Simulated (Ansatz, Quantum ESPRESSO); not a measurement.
# Predicting the next point of a tunnelling series: vacuum gaps between two Cu(100) faces

Method. Quantum ESPRESSO 7.5 (pw.x, pwcond.x), PBE, PseudoDojo norm-conserving; geometry as built. T is the transmission per spin at the Fermi level, averaged over the mesh across the current, in a cell of 6.62 Å². The series steps the width of the vacuum gap.

| width (Å) | T |
| --- | --- |
| 4.5 | 0.0995 |
| 5.5 | 0.0179 |
| 6.5 | 0.00274 |

To predict: What is T at 7.5 Å?

By hand: In the tunnelling regime ln T falls linearly. The last two rows give a slope of ln(0.0179/0.00274)/(6.5 − 5.5) = 1.877 per Å, so T(7.5) ≈ 0.00274 × exp(−1.877 × 1) = 0.000419.

**Check.** T = 0.000389; the estimate is 1.08 times that. The slope over the last interval is 1.953: the same within 8 %. Points of the mesh with over 2.5 times the mean carry 87 % of this T, so the value leans on the mesh. A second code, Ansatz 0.2.0, gives 0.000372.

**Limits.** Short leads, unrelaxed atoms, a barrier without the image potential and an untested mesh.
